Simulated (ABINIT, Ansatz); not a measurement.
# Hf (Hafnium): from the cell to the phonon bands, part 2 of 4

How does Hf (Hafnium) vibrate, and is this structure a minimum?

ABINIT 10.8.3; DFT PBE, scalar-relativistic, plane waves, PseudoDojo norm-conserving pseudopotentials.

So far. Step 3 (Relaxing the cell and atoms): The volume changes by +0.8 % in this run and stands +0.8 % from the first cell. Step 4 (Ground state): The cell stands at -0.57 GPa: the relaxation ran with a smoothed and higher cutoff, and the difference is a stress of the finite basis. The relaxed cell has a = 3.205, c = 5.074 Å (conventional setting).

## (5) Zone-centre response

At q = 0 one unit cell holds all displacements. The response is solved for single atoms along the cell's directions, and symmetry skips those that follow from others. The crystal is treated as a metal, which screens a static field, so no field response is asked.

Contents of dfpt_gamma.abi:

```

# common to the responses
getwfk_filepath "gso_WFK"
kptopt 2
nqpt 1
qpt 0.0 0.0 0.0
asr 0
chneut 0

# displacements
rfphon 1
rfatpol 1 2
rfdir 1 1 1
tolvrs 1.0d-10
prtwf 0
prtpot 1

# basis, mesh and filling
ecut 25.0
ngkpt 12 12 6
nshiftk 1
shiftk 0.0 0.0 0.0
istwfk *1
occopt 7
tsmear 0.01
nband 19
nstep 100
diemac 1000000.0
prtebands 0
prtgsr 0

# cell and atoms
acell 3*1.0 Angstrom
rprim 
    3.204601729 0.0 0.0
    -1.602300865 2.775266507 0.0
    0.0 0.0 5.073567145
ntypat 1
znucl 72
natom 2
typat 1 1
xred 
    1/3 2/3 0.25
    2/3 1/3 0.75
pp_dirpath "./pseudo"
pseudos "Hf.upf"
```

Launch:

```sh
> OMP_NUM_THREADS=1 mpirun -n 4 abinit dfpt_gamma.abi > dfpt_gamma.log
```

Numbers of over 12 decimals in the logs are rounded to 6 here.

dfpt_gamma.abo, the main output file:

```text
[banners, grids, parts of the stress and lines that vanish by symmetry left out]
- input  file    -> dfpt_gamma.abi
- output file    -> dfpt_gamma.abo
- root for input  files -> dfpt_gammai
- root for output files -> dfpt_gammao

 Symmetries : space group P6_3/m m c (#194); Bravais hP (primitive hexag.)
================================================================================
 Values of the parameters that define the memory need of the present run (RF).
     intxc =       0      iscf =       7    lmnmax =       8     lnmax =       8
     mgfft =      45  mpssoang =       4    mqgrid =    3001     natom =       2
  nloc_mem =       1    nspden =       1   nspinor =       1    nsppol =       1
      nsym =      24    n1xccc =    2501    ntypat =       1    occopt =       7
   xclevel =       2
-    mband =          19        mffmem =           1         mkmem =         109
-   mkqmem =         109        mk1mem =         109           mpw =        1846
      nfft =       40500          nkpt =         436
- my_mband =          19
================================================================================
================================================================================

--------------------------------------------------------------------------------
------------- Echo of variables that govern the present computation ------------
--------------------------------------------------------------------------------
-
- outvars: echo of selected default values
-   iomode0 =  0 , fftalg0 =312 , wfoptalg0 =  0
-
- outvars: echo of global parameters not present in the input file
-  max_nthreads =    1
-
 -outvars: echo values of preprocessed input variables
 [... echo left out ...]
================================================================================

 chkinp: Checking input parameters for consistency.

[...]
== DATASET  1 ==================================================================
-   mpi_nproc: 4, omp_nthreads: 1 (-1 if OMP is not activated)

--- !DatasetInfo
iteration_state: {dtset: 1, }
dimensions: {natom: 2, nkpt: 436, mband: 19, nsppol: 1, nspinor: 1, nspden: 1, mpw: 1846, }
cutoff_energies: {ecut:  25.0, pawecutdg:  -1.0, }
electrons: {nelect:   2.40000000E+01, charge:   0.00000000E+00, occopt:   7.00000000E+00, tsmear:   1.00000000E-02, }
meta: {optdriver: 1, rfphon: 1, }
...

 mkfilename: getwfk from: gso_WFK

 Real(R)+Recip(G) space primitive vectors, cartesian coordinates (Bohr,Bohr^-1):
 R(1)=  6.0558196  0.0000000  0.0000000  G(1)=  0.1651304  0.0953381  0.0000000
 R(2)= -3.0279098  5.2444936  0.0000000  G(2)=  0.0000000  0.1906762  0.0000000
 R(3)=  0.0000000  0.0000000  9.5876524  G(3)=  0.0000000  0.0000000  0.1043008
 Unit cell volume ucvol=  3.0450103E+02 bohr^3
 Angles (23,13,12)=  9.00000000E+01  9.00000000E+01  1.20000000E+02 degrees
 setup1 : take into account q-point for computing boxcut.

 getcut: wavevector=  0.0000  0.0000  0.0000  ngfft=  30  30  45
         ecut(hartree)=     25.000   => boxcut(ratio)=   2.03894

--- Pseudopotential description ------------------------------------------------
- pspini: atom type   1  psp file is ./pseudo/Hf.upf

   1.05332604E+03                                ecore*ucvol(ha*bohr**3)
--------------------------------------------------------------------------------

 ==>  initialize data related to q vector <==

 The list of irreducible perturbations for this q vector is:
    1)    idir= 1    ipert=   1
    2)    idir= 3    ipert=   1

[...]
The perturbation idir=   2  ipert=   1 is
 symmetric of a previously calculated perturbation.
 So, its SCF calculation is not needed.

 The perturbation idir=   1  ipert=   2 is
 symmetric of a previously calculated perturbation.
 So, its SCF calculation is not needed.

 The perturbation idir=   2  ipert=   2 is
 symmetric of a previously calculated perturbation.
 So, its SCF calculation is not needed.

 The perturbation idir=   3  ipert=   2 is
 symmetric of a previously calculated perturbation.
 So, its SCF calculation is not needed.

--------------------------------------------------------------------------------
 Perturbation wavevector (in red.coord.)   0.000000  0.000000  0.000000
 Perturbation : displacement of atom   1   along direction   1
 Found     2 symmetries that leave the perturbation invariant.

[...]
dfpt_looppert : total number of electrons, from k and k+q
  fully or partially occupied states are    2.400000E+01 and    2.400000E+01.
 Initialisation of the first-order wave-functions :
  ireadwf=   0

--- !BeginCycle
iteration_state: {dtset: 1, }
solver: {iscf: 7, nstep: 100, nline: 4, wfoptalg: 0, }
tolerances: {tolvrs: 1.00E-10, }
...

     iter   2DEtotal(Ha)        deltaE(Ha) residm    vres2
-ETOT  1   1.149322     -1.240E+03 1.479E+00 1.161E+02
 ETOT  2  0.755567     -3.938E-01 1.899E+00 4.562E+00
 ETOT  3  0.752212     -3.354E-03 5.405E-02 1.962E-01
 ETOT  4  0.752121     -9.183E-05 5.083E-01 5.740E-02
 ETOT  5  0.752124      3.857E-06 4.911E-02 7.854E-02
[...]
At SCF step    9       vres2   =  4.05E-11 < tolvrs=  1.00E-10 =>converged.
[...]
Mean square residual over all n,k,spin=   24.491E-06; max=  40.100E-03

 Thirteen components of 2nd-order total energy (hartree) are
 1,2,3: 0th-order hamiltonian combined with 1st-order wavefunctions
     kin0=   8.75960618E+02 eigvalue=   1.41140369E+02  local=  -5.85373421E+02
 4,5,6: 1st-order hamiltonian combined with 1st and 0th-order wfs
 loc psp =  -1.70973720E+03  Hartree=   3.93695073E+02     xc=  -9.08422936E+01
 note that "loc psp" includes a xc core correction that could be resolved
 7,8,9: eventually, occupation + non-local contributions
    edocc=   2.02221491E+02     enl0=   3.03561662E+02   enl1=  -7.70989798E+02
 1-9 gives the relaxation energy (to be shifted if some occ is /=2.0)
   erelax=  -1.24036350E+03
 10,11,12 Non-relaxation  contributions : frozen-wavefunctions and Ewald
 fr.local=   8.03632666E+02 fr.nonlo=   3.85290900E+02  Ewald=   1.14912864E+01
 13,14 Frozen wf xc core corrections (1) and (2)
 frxc 1  =  -1.63117153E+02  frxc 2 =   2.03817903E+02
 Resulting in :
 2DEtotal=    0.7521044242E+00 Ha. Also 2DEtotal=    0.204658039836E+02 eV
    (2DErelax=   -1.2403634985E+03 Ha. 2DEnonrelax=    1.2411156029E+03 Ha)
    (  non-var. 2DEtotal :    7.5210426100E-01 Ha)

[...]
Perturbation wavevector (in red.coord.)   0.000000  0.000000  0.000000
 Perturbation : displacement of atom   1   along direction   3
 Found     6 symmetries that leave the perturbation invariant.

--------------------------------------------------------------------------------

--------------------------------------------------------------------------------

 dfpt_looppert : total number of electrons, from k and k+q
  fully or partially occupied states are    2.400000E+01 and    2.400000E+01.
 Initialisation of the first-order wave-functions :
  ireadwf=   0

--- !BeginCycle
iteration_state: {dtset: 1, }
solver: {iscf: 7, nstep: 100, nline: 4, wfoptalg: 0, }
tolerances: {tolvrs: 1.00E-10, }
...

     iter   2DEtotal(Ha)        deltaE(Ha) residm    vres2
-ETOT  1   14.888939523987     -3.530E+03 3.666E+00 4.889E+04
[...]
ETOT  9   3.256533     -4.075E-10 1.682E-01 2.830E-09
 ETOT 10   3.256533      8.185E-11 1.721E+00 1.142E-11

 At SCF step   10       vres2   =  1.14E-11 < tolvrs=  1.00E-10 =>converged.
[...]
Mean square residual over all n,k,spin=   16.486E-04; max=  17.211E-01

 Thirteen components of 2nd-order total energy (hartree) are
 1,2,3: 0th-order hamiltonian combined with 1st-order wavefunctions
     kin0=   2.26768881E+03 eigvalue=   3.53698567E+02  local=  -1.51880253E+03
 4,5,6: 1st-order hamiltonian combined with 1st and 0th-order wfs
 loc psp =  -5.18062348E+03  Hartree=   1.42645510E+03     xc=  -2.35256844E+02
 note that "loc psp" includes a xc core correction that could be resolved
 7,8,9: eventually, occupation + non-local contributions
    edocc=   4.82673418E+02     enl0=   7.64851792E+02   enl1=  -1.90199315E+03
 1-9 gives the relaxation energy (to be shifted if some occ is /=2.0)
   erelax=  -3.54130832E+03
 10,11,12 Non-relaxation  contributions : frozen-wavefunctions and Ewald
 fr.local=   1.99850613E+03 fr.nonlo=   9.54839839E+02  Ewald=   4.88663721E+02
 13,14 Frozen wf xc core corrections (1) and (2)
 frxc 1  =  -4.09178513E+02  frxc 2 =   5.11733679E+02
 Resulting in :
 2DEtotal=    0.3256533306E+01 Ha. Also 2DEtotal=    0.886147856045E+02 eV
    (2DErelax=   -3.5413083179E+03 Ha. 2DEnonrelax=    3.5445648512E+03 Ha)
    (  non-var. 2DEtotal :    3.2565342145E+00 Ha)

[...]
---- first-order wavefunction calculations are completed ----

 ==> Compute Derivative Database <==

 [... matrices left out ...]
  Phonon wavevector (reduced coordinates) :  0.00000  0.00000  0.00000
 Phonon energies in Hartree :
  -9.745614E-06  1.120872E-05  1.120872E-05  3.550069E-04  3.550069E-04
   4.667542E-04
 Phonon frequencies in cm-1    :
- -2.138915E+00  2.460029E+00  2.460029E+00  7.791501E+01  7.791501E+01
-  1.024407E+02

== END DATASET(S) ==============================================================
================================================================================

 -outvars: echo values of variables after computation
            acell      1.8897261259E+00  1.8897261259E+00  1.8897261259E+00 Bohr
           etotal      3.2565333057E+00
            fcart      0.0000000000E+00  0.0000000000E+00  0.0000000000E+00
           strten      0.0000000000E+00  0.0000000000E+00  0.0000000000E+00
================================================================================
```

Run time: 87 s. Hardware: 4 MPI ranks of Intel Xeon 6975P-C (Granite Rapids), shared host; 5.8 min of CPU time.

Read from the output:

```yaml
largest_acoustic_frequency_at_the_zone_centre_before_the_sum_rule: 2.46 cm⁻¹
highest_optical_zone_centre_mode_no_lo_to_term: 102.4 cm⁻¹
lowest_optical_zone_centre_mode: 77.92 cm⁻¹
```

The acoustic modes at Γ come out as far as 2.5 cm⁻¹ from zero, where they should vanish, a small numerical error.

## (6) Phonons on a q mesh

Linear response treats each wavevector of the 3×3×2 mesh in the unit cell; the first-order potentials are kept for the electron-phonon matrix elements.

Contents of dfpt_q.abi:

```
ndtset 5

# wavevectors
qpt1 0.3333333333 0.0 0.0
qpt2 0.3333333333 0.3333333333 0.0
qpt3 0.0 0.0 0.5
qpt4 0.3333333333 0.0 0.5
qpt5 0.3333333333 0.3333333333 0.5

# displacements
getwfk_filepath "gso_WFK"
getwfq_filepath "gso_WFK"
kptopt 3
nqpt 1
rfphon 1
rfatpol 1 2
rfdir 1 1 1
tolvrs 1.0d-10
prtwf 0
prtpot 1

# basis, mesh and filling
ecut 25.0
ngkpt 12 12 6
nshiftk 1
shiftk 0.0 0.0 0.0
istwfk *1
occopt 7
tsmear 0.01
nband 19
nstep 100
diemac 1000000.0
prtebands 0
prtgsr 0

# cell and atoms
acell 3*1.0 Angstrom
rprim 
    3.204601729 0.0 0.0
    -1.602300865 2.775266507 0.0
    0.0 0.0 5.073567145
ntypat 1
znucl 72
natom 2
typat 1 1
xred 
    1/3 2/3 0.25
    2/3 1/3 0.75
pp_dirpath "./pseudo"
pseudos "Hf.upf"
```

Launch:

```sh
> OMP_NUM_THREADS=1 mpirun -n 4 abinit dfpt_q.abi > dfpt_q.log
```

dfpt_q.abo, the main output file:

```text
[banners, grids, parts of the stress and lines that vanish by symmetry left out]
- input  file    -> dfpt_q.abi
- output file    -> dfpt_q.abo
- root for input  files -> dfpt_qi
[...]
DATASET    1 : space group P6_3/m m c (#194); Bravais hP (primitive hexag.)
[...]
nfft =       40500          nkpt =         864
[...]
DATASET    2 : space group P6_3/m m c (#194); Bravais hP (primitive hexag.)
[...]
nfft =       40500          nkpt =         864
[...]
DATASET    3 : space group P6_3/m m c (#194); Bravais hP (primitive hexag.)
[...]
nfft =       40500          nkpt =         864
[...]
DATASET    4 : space group P6_3/m m c (#194); Bravais hP (primitive hexag.)
[...]
nfft =       40500          nkpt =         864
[...]
DATASET    5 : space group P6_3/m m c (#194); Bravais hP (primitive hexag.)
[...]
nfft =       40500          nkpt =         864
[...]
== DATASET  1 ==================================================================
[...]
cutoff_energies: {ecut:  25.0, pawecutdg:  -1.0, }
[...]
Perturbation : displacement of atom   1   along direction   1
[...]
-ETOT  1   15.644806776892     -1.432E+03 1.539E+00 1.233E+05
 ETOT  2   24.753909813677      9.109E+00 1.352E+01 2.173E+05
 ETOT  3   3.335081     -2.142E+01 3.189E+00 1.691E+03
 ETOT  4   3.161894     -1.732E-01 2.777E+01 6.546E+01
 ETOT  5   3.139722     -2.217E-02 1.038E+00 1.292E+00
[...]
At SCF step   13       vres2   =  1.59E-11 < tolvrs=  1.00E-10 =>converged.
[...]
Perturbation : displacement of atom   1   along direction   2
[...]
-ETOT  1   2.352024     -1.264E+03 1.280E+00 9.074E+01
[...]
At SCF step   12       vres2   =  1.43E-12 < tolvrs=  1.00E-10 =>converged.
[...]
Perturbation : displacement of atom   1   along direction   3
[...]
-ETOT  1   10.644068121259     -3.347E+03 4.263E+00 1.499E+04
[...]
At SCF step   13       vres2   =  2.97E-12 < tolvrs=  1.00E-10 =>converged.
[...]
Phonon wavevector (reduced coordinates) :  0.33333  0.00000  0.00000
 Phonon energies in Hartree :
[...]
Phonon frequencies in cm-1    :
-  5.528306E+01  6.357087E+01  1.100925E+02  1.130199E+02  1.133708E+02
-  1.280236E+02
[...]
== DATASET  2 ==================================================================
[...]
cutoff_energies: {ecut:  25.0, pawecutdg:  -1.0, }
[...]
Perturbation : displacement of atom   1   along direction   1
[...]
-ETOT  1   9.558102     -1.393E+03 1.561E+00 2.066E+04
[...]
At SCF step   10       vres2   =  8.85E-11 < tolvrs=  1.00E-10 =>converged.
[...]
Perturbation : displacement of atom   1   along direction   3
[...]
-ETOT  1   8.155520     -3.272E+03 4.038E+00 2.615E+03
[...]
At SCF step   11       vres2   =  2.10E-12 < tolvrs=  1.00E-10 =>converged.
[...]
Phonon wavevector (reduced coordinates) :  0.33333  0.33333  0.00000
 Phonon energies in Hartree :
[...]
Phonon frequencies in cm-1    :
-  9.840994E+01  9.840994E+01  1.086549E+02  1.086549E+02  1.122249E+02
-  1.502619E+02
[...]
== DATASET  3 ==================================================================
[...]
cutoff_energies: {ecut:  25.0, pawecutdg:  -1.0, }
[...]
- 72.00000  12.00000  171031                  znucl, zion, pspdat
[...]
Perturbation : displacement of atom   1   along direction   1
[...]
-ETOT  1   5.713393     -1.391E+03 1.819E+00 7.502E+03
[...]
At SCF step   12       vres2   =  1.92E-13 < tolvrs=  1.00E-10 =>converged.
[...]
Perturbation : displacement of atom   1   along direction   3
[...]
-ETOT  1   11.987117596458     -3.297E+03 3.655E+00 6.044E+03
[...]
ETOT 10   9.302914      3.820E-11 4.865E+01 8.628E-09
 ETOT 11   9.302914     -1.573E-10 5.074E+01 4.783E-11
 At SCF step   11       vres2   =  4.78E-11 < tolvrs=  1.00E-10 =>converged.
[...]
Phonon wavevector (reduced coordinates) :  0.33333  0.33333  0.50000
 Phonon energies in Hartree :
[...]
Phonon frequencies in cm-1    :
-  5.649605E+01  5.649605E+01  1.335367E+02  1.335367E+02  1.413357E+02
-  1.413357E+02
[...]
strten3     0.0000000000E+00  0.0000000000E+00  0.0000000000E+00
           
================================================================================
```

It took 35 min on 4 MPI ranks.

Numbers from this step:

```yaml
lowest_mode_on_the_q_mesh_acoustic_ones_at_the_zone_centre_apart: 55.21 cm⁻¹
```

Frequencies (cm⁻¹) before the sum rule at the irreducible wavevectors but Γ, which is solved apart; negative means imaginary. Frequencies by wavevector:

```
    q (fractions)  star  mode 1  mode 2  mode 3  mode 4  mode 5  mode 6
       0.3333 0 0     6   55.28   63.57   110.1     113   113.4     128
  0.3333 0.3333 0     2   98.41   98.41   108.7   108.7   112.2   150.3
          0 0 0.5     1   55.21   55.21   55.21   55.21   105.8   105.8
     0.3333 0 0.5     6   89.45   89.45   90.97   90.98   137.1   137.1
0.3333 0.3333 0.5     2    56.5    56.5   133.5   133.5   141.3   141.3
```

[end of part 2 of 4]

[Host names and launcher messages were left out of these logs when they were recorded.]

[Logs are printed without paths, hosts, clocks, repeated set-up lines and the standing remarks that a program may print on its own settings, such as how far it seeks lower states.]

[Hosts, paths, dates, database ids (printed as entryN), source tags and the programs' standing remarks are cut or masked in the printed files.]
